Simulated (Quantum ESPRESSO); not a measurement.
# Optical response of MgS (Niningerite), part 3 of 3

Aim: the dielectric function of MgS (Niningerite), and the optical constants that follow from it.

Quantum ESPRESSO 7.5; DFT, PBE, plane waves with norm-conserving potentials (PseudoDojo), scalar-relativistic, independent-particle optical response without local fields and without the non-local commutator.

So far. Step 2 (Ground state): There is a gap, 3.00 eV on this mesh (points off the mesh can give less), so no carriers' term is needed.

### Step 4. Bands on the whole mesh, 12×12×12

At the fixed density, many empty bands are solved on the mesh of the response, since the spectrum sums over them.

This step: DFT, PBE, plane waves with norm-conserving potentials (PseudoDojo), scalar-relativistic, bands at fixed density (Quantum ESPRESSO 7.5).

nscf.in reads:

```
&control
  calculation = 'nscf'
  prefix = 'x'
  outdir = './tmp'
  pseudo_dir = './'
/
&system
  ibrav = 0
  nat = 2
  ntyp = 2
  ecutwfc = 90
  occupations = 'fixed'
  nbnd = 24
  nosym = .true.
  noinv = .true.
/
&electrons
  conv_thr = 1e-09
  electron_maxstep = 100
  diago_full_acc = .true.
/
ATOMIC_SPECIES
  S 1.0 S.upf
  Mg 1.0 Mg.upf
CELL_PARAMETERS angstrom
  0.000000000000 2.601650000000 2.601650000000
  2.601650000000 0.000000000000 2.601650000000
  2.601650000000 2.601650000000 0.000000000000
ATOMIC_POSITIONS crystal
  S 0.500000000000 0.500000000000 0.500000000000
  Mg 0.000000000000 0.000000000000 0.000000000000
K_POINTS automatic
  12 12 12 0 0 0
```

Launch:

```console
mpirun -n 4 pw.x -nk 4 -in nscf.in
```

Log:

```text
[banner, memory and clock lines left out]

     Atomic positions and unit cell read from directory:

     G-vector sticks info

     bravais-lattice index     =            0
     lattice parameter (alat)  =       6.9528  a.u.
     unit-cell volume          =     237.6694 (a.u.)^3
     number of atoms/cell      =            2
     number of atomic types    =            2
     number of electrons       =        16.00
     number of Kohn-Sham states=           24
     kinetic-energy cutoff     =      90.0000  Ry
     charge density cutoff     =     360.0000  Ry
     Exchange-correlation= PBE
                           (   1   4   3   4   0   0   0)

     celldm(1)=   6.952848  celldm(2)=   0.000000  celldm(3)=   0.000000
     celldm(4)=   0.000000  celldm(5)=   0.000000  celldm(6)=   0.000000

     crystal axes: (cart. coord. in units of alat)
               a(1) = (   0.000000   0.707107   0.707107 )
               a(2) = (   0.707107   0.000000   0.707107 )
               a(3) = (   0.707107   0.707107   0.000000 )

     reciprocal axes: (cart. coord. in units 2 pi/alat)
               b(1) = ( -0.707107  0.707107  0.707107 )
               b(2) = (  0.707107 -0.707107  0.707107 )
               b(3) = (  0.707107  0.707107 -0.707107 )

     ./S.upf
     Pseudo is Norm-conserving + core correction, Zval =  6.0
     Generated using ONCVPSP code by D. R. Hamann
     Using radial grid of 1146 points,  6 beta functions with:
                l(1) =   0
                l(2) =   0
                l(3) =   1
                l(4) =   1
                l(5) =   2
                l(6) =   2

     ./Mg.upf
     Pseudo is Norm-conserving, Zval = 10.0
     Generated using ONCVPSP code by D. R. Hamann
     Using radial grid of 1510 points,  4 beta functions with:
                l(1) =   0
                l(2) =   0
                l(3) =   1
                l(4) =   1

     atomic species   valence    mass     pseudopotential
     S                 6.00     1.00000     S ( 1.00)
     Mg               10.00     1.00000     Mg( 1.00)

     No symmetry found

   Cartesian axes

     site n.     atom                  positions (alat units)
         1        S      tau(   1) = (   0.7071068   0.7071068   0.7071068  )
         2        Mg     tau(   2) = (   0.0000000   0.0000000   0.0000000  )

     number of k points=  1728

     Number of k-points >= 100: set verbosity='high' to print them.

     Dense  grid:    27317 G-vectors     FFT dimensions: (  45,  45,  45)

     The potential is recalculated from file :

     Starting wfcs are    9 randomized atomic wfcs +   15 random wfcs

     Band Structure Calculation
     Davidson diagonalization with overlap

     ethr =  6.25E-12,  avg # of iterations = 35.8

     End of band structure calculation

     Number of k-points >= 100: set verbosity='high' to print the bands.

     highest occupied, lowest unoccupied level (ev):     6.3664    9.1512

     XML data file, pseudopotentials, collected wavefunctions

                                        0.00s GPU  (   16012 calls)

[... left out ...]
ulation
     Davidson diagonalization with overlap

     ethr =  6.25E-12,  avg # of iterations = 35.8

     End of band structure calculation

     Number of k-points >= 100: set verbosity='high' to print the bands.

     highest occupied, lowest unoccupied level (ev):     6.3664    9.1512

     XML data file, pseudopotentials, collected wavefunctions

                                        0.00s GPU  (   16012 calls)
```

The job ended after 7.1 min (4 MPI ranks of Arm Neoverse V2, shared host; peak memory 0.06 GiB; 29 min of CPU time).

### Step 5. Dielectric function

With the density converged, the vertical transitions are summed over the zone.

This step: DFT, PBE, plane waves with norm-conserving potentials (PseudoDojo), scalar-relativistic, independent-particle optical response without local fields and without the non-local commutator (Quantum ESPRESSO 7.5).

epsilon.in reads:

```
&inputpp
  prefix = 'x'
  outdir = './tmp'
  calculation = 'eps'
/
&energy_grid
  smeartype = 'gauss'
  intersmear = 0.2
  wmin = 0.0
  wmax = 22
  nw = 500
/
```

Launch:

```console
mpirun -n 4 epsilon.x -nk 4 -in epsilon.in
```

Log:

```text
[banner, memory and clock lines left out]

     Broadcasting variables...

     IMPORTANT: XC functional enforced from input :
     Exchange-correlation= PBE
                           (   1   4   3   4   0   0   0)
     Any further DFT definition will be discarded

     G-vector sticks info

     Fermi energy [eV] is:  6.36644
     The system is a dielectric...
     metallic system: redefining wmin =     0.000000

     Performing eps calculation...

     xx,yy,zz plasmon frequences [eV] are:    17.921986048   17.921986043   17.921986039
```

Elapsed: 1.9 s, on 4 MPI ranks; peak memory 0.05 GiB.

Numbers from this step:

* electronic dielectric constant ε∞, mean over x, y and z (by symmetry where fewer were run): 6.810
* main peak of Im epsilon, first axis: 6.212 eV

Values under the direct gap are tails of Lorentzian lines. The Im ε, any direction by photon energy; read off at these points:

```tsv
photon energy (eV)	Im ε, any direction
0.00	0
0.50	0.0139
1.00	0.0290
1.50	0.0469
2.00	0.0701
2.50	0.103
3.00	0.158
3.50	0.305
4.00	0.716
4.50	2.35
5.00	6.89
5.50	12.0
6.00	16.5
6.22	21.6
6.50	10.7
6.88	12.0
7.00	11.3
7.50	11.5
8.00	10.6
8.50	9.74
9.00	4.64
9.50	3.71
10.00	3.58
10.50	2.79
11.00	2.66
11.50	1.91
12.00	1.37
12.50	1.31
13.00	0.932
13.50	0.921
14.00	0.589
14.50	0.632
15.00	0.683
15.50	0.409
16.00	0.403
16.50	0.384
17.00	0.426
17.50	0.442
18.00	0.354
18.50	0.376
19.00	0.301
19.50	0.395
20.00	0.293
20.50	0.319
21.00	0.176
21.50	0.223
22.00	0.265
```

Re ε, any direction against photon energy:

photon energy (eV), Re ε, any direction and a bar from the least value:
```
        0        6.8 ################
        1        7.0 ################
        2        7.4 #################
        3        8.5 ##################
        4       11.2 ######################
        5       16.7 ##############################
        6        8.0 ##################
        7        0.0 ######
        8       -1.6 ####
        9       -4.1 
       10       -3.1 ##
       11       -2.9 ##
       12       -2.4 ##
       13       -1.6 ####
       14       -1.2 ####
       15       -1.0 ####
       16       -0.5 #####
       17       -0.2 ######
       18       -0.1 ######
       19       -0.1 ######
       20        0.0 ######
       21        0.1 ######
       22        0.2 ######
```

The loss function −Im 1/ε at q → 0, any direction has structure finer than the step of the table below, so its rows give means over 0.5 eV, whole bins alone (the curve runs from 0 to 22 eV). Peaks (eV: height): 19.09: 3.45, 19.97: 3.41, 20.72: 5.11.

Values under the direct gap are tails of Lorentzian lines. Table of loss function −Im 1/ε at q → 0, any direction by energy loss; means over each step:

```tsv
energy loss (eV)	loss function −Im 1/ε at q → 0, any direction
0.5	3.0e-4
1.0	6.0e-4
1.5	9.2e-4
2.0	0.00127
2.5	0.00168
3.0	0.00221
3.5	0.00380
4.0	0.00727
4.5	0.0137
5.0	0.0223
5.5	0.0351
6.0	0.0471
6.5	0.0814
7.0	0.0908
7.5	0.0914
8.0	0.0912
8.5	0.0792
9.0	0.107
9.5	0.143
10.0	0.159
10.5	0.152
11.0	0.178
11.5	0.180
12.0	0.200
12.5	0.251
13.0	0.276
13.5	0.270
14.0	0.346
14.5	0.559
15.0	0.544
15.5	0.641
16.0	1.00
16.5	1.23
17.0	1.72
17.5	1.67
18.0	2.50
18.5	2.54
19.0	3.10
19.5	2.83
20.0	3.24
20.5	3.56
21.0	4.24
21.5	2.69
```

The refractive index n and extinction k by photon energy:

```tsv
photon energy (eV)	n	k
0	2.61	0
1	2.64	0.00550
2	2.73	0.0129
3	2.91	0.0272
4	3.35	0.107
5	4.17	0.827
6	3.63	2.27
7	2.37	2.38
8	2.13	2.48
9	1.02	2.27
10	0.908	1.97
11	0.718	1.85
12	0.427	1.60
13	0.352	1.33
14	0.265	1.11
15	0.323	1.06
16	0.272	0.741
17	0.357	0.597
18	0.343	0.516
19	0.352	0.427
20	0.408	0.359
21	0.388	0.228
22	0.498	0.266
```

The reflectivity at normal incidence, any direction has structure finer than the step of the table below, so its rows give means over 1 eV, whole bins alone (the curve runs from 0 to 22 eV). Peaks (eV: height): 6.3: 55.4, 8.9: 62.8, 10.4: 58.7, 12.0: 63.0, 13.0: 61.9, 13.7: 67.5, 15.4: 59.4.

The reflectivity at normal incidence, any direction by photon energy; means over each step:

```tsv
photon energy (eV)	reflectivity at normal incidence, any direction (%)
1	20.3
2	21.5
3	24.0
4	29.2
5	37.9
6	48.3
7	42.4
8	48.5
9	58.6
10	52.4
11	55.9
12	59.0
13	57.7
14	61.7
15	53.2
16	50.6
17	39.3
18	35.2
19	27.1
20	23.6
21	22.1
```

From ε follow the optical constants at some laser and lamp lines:

```tsv
wavelength (nm)	n	k	R (%)	1/α
1550	2.63	0.004	20.1	29 µm
1064	2.65	0.007	20.4	13 µm
800	2.68	0.009	20.8	7.0 µm
633	2.72	0.012	21.4	4.0 µm
405	2.93	0.029	24.1	1.1 µm
308	3.37	0.117	29.5	209 nm
248	4.17	0.825	39.1	24 nm
```

Below the direct gap, k and the depth come from the tails of the Lorentzian lines, not from transitions.

Rows near the edge hang on the gap, which this functional as a rule makes too small, and phonon-assisted absorption is left out.

### Step 6. Summary of results

| Quantity | Value |
| --- | --- |
| electronic dielectric constant ε∞, mean over x, y and z (by symmetry where fewer were run) (independent particles) | 6.81 |
| main peak of Im epsilon, first axis | 6.21 eV |

In words: At this level (PBE, independent particles) MgS has ε∞ = 6.81 and n = 2.63 at 1550 nm, and Im ε peaks at 6.2 eV. Distinct maxima of Im ε, read by a parabola through the highest points, lie at 5.78 eV (17), 6.21 eV (22), 6.90 eV (12) and 7.45 eV (12). Excitons and phonon-assisted transitions are missing, and so are local fields; PBE gaps are as a rule too small, which pulls the onset down and ε∞ up. epsilon.x leaves out the commutator of the non-local potential, so its intensities are off, as a rule too high. The sum runs over mesh points, so small or evenly spaced maxima can still be ripples of the mesh.

[Machine, clock, banner and «Message from routine» lines are left out of the logs.]

[Logs are printed without paths, hosts, clocks, repeated set-up lines and the standing remarks that a program may print on its own settings, such as how far it seeks lower states.]

[Hosts, paths, dates, database ids (printed as entryN), source tags and the programs' standing remarks are cut or masked in the printed files.]
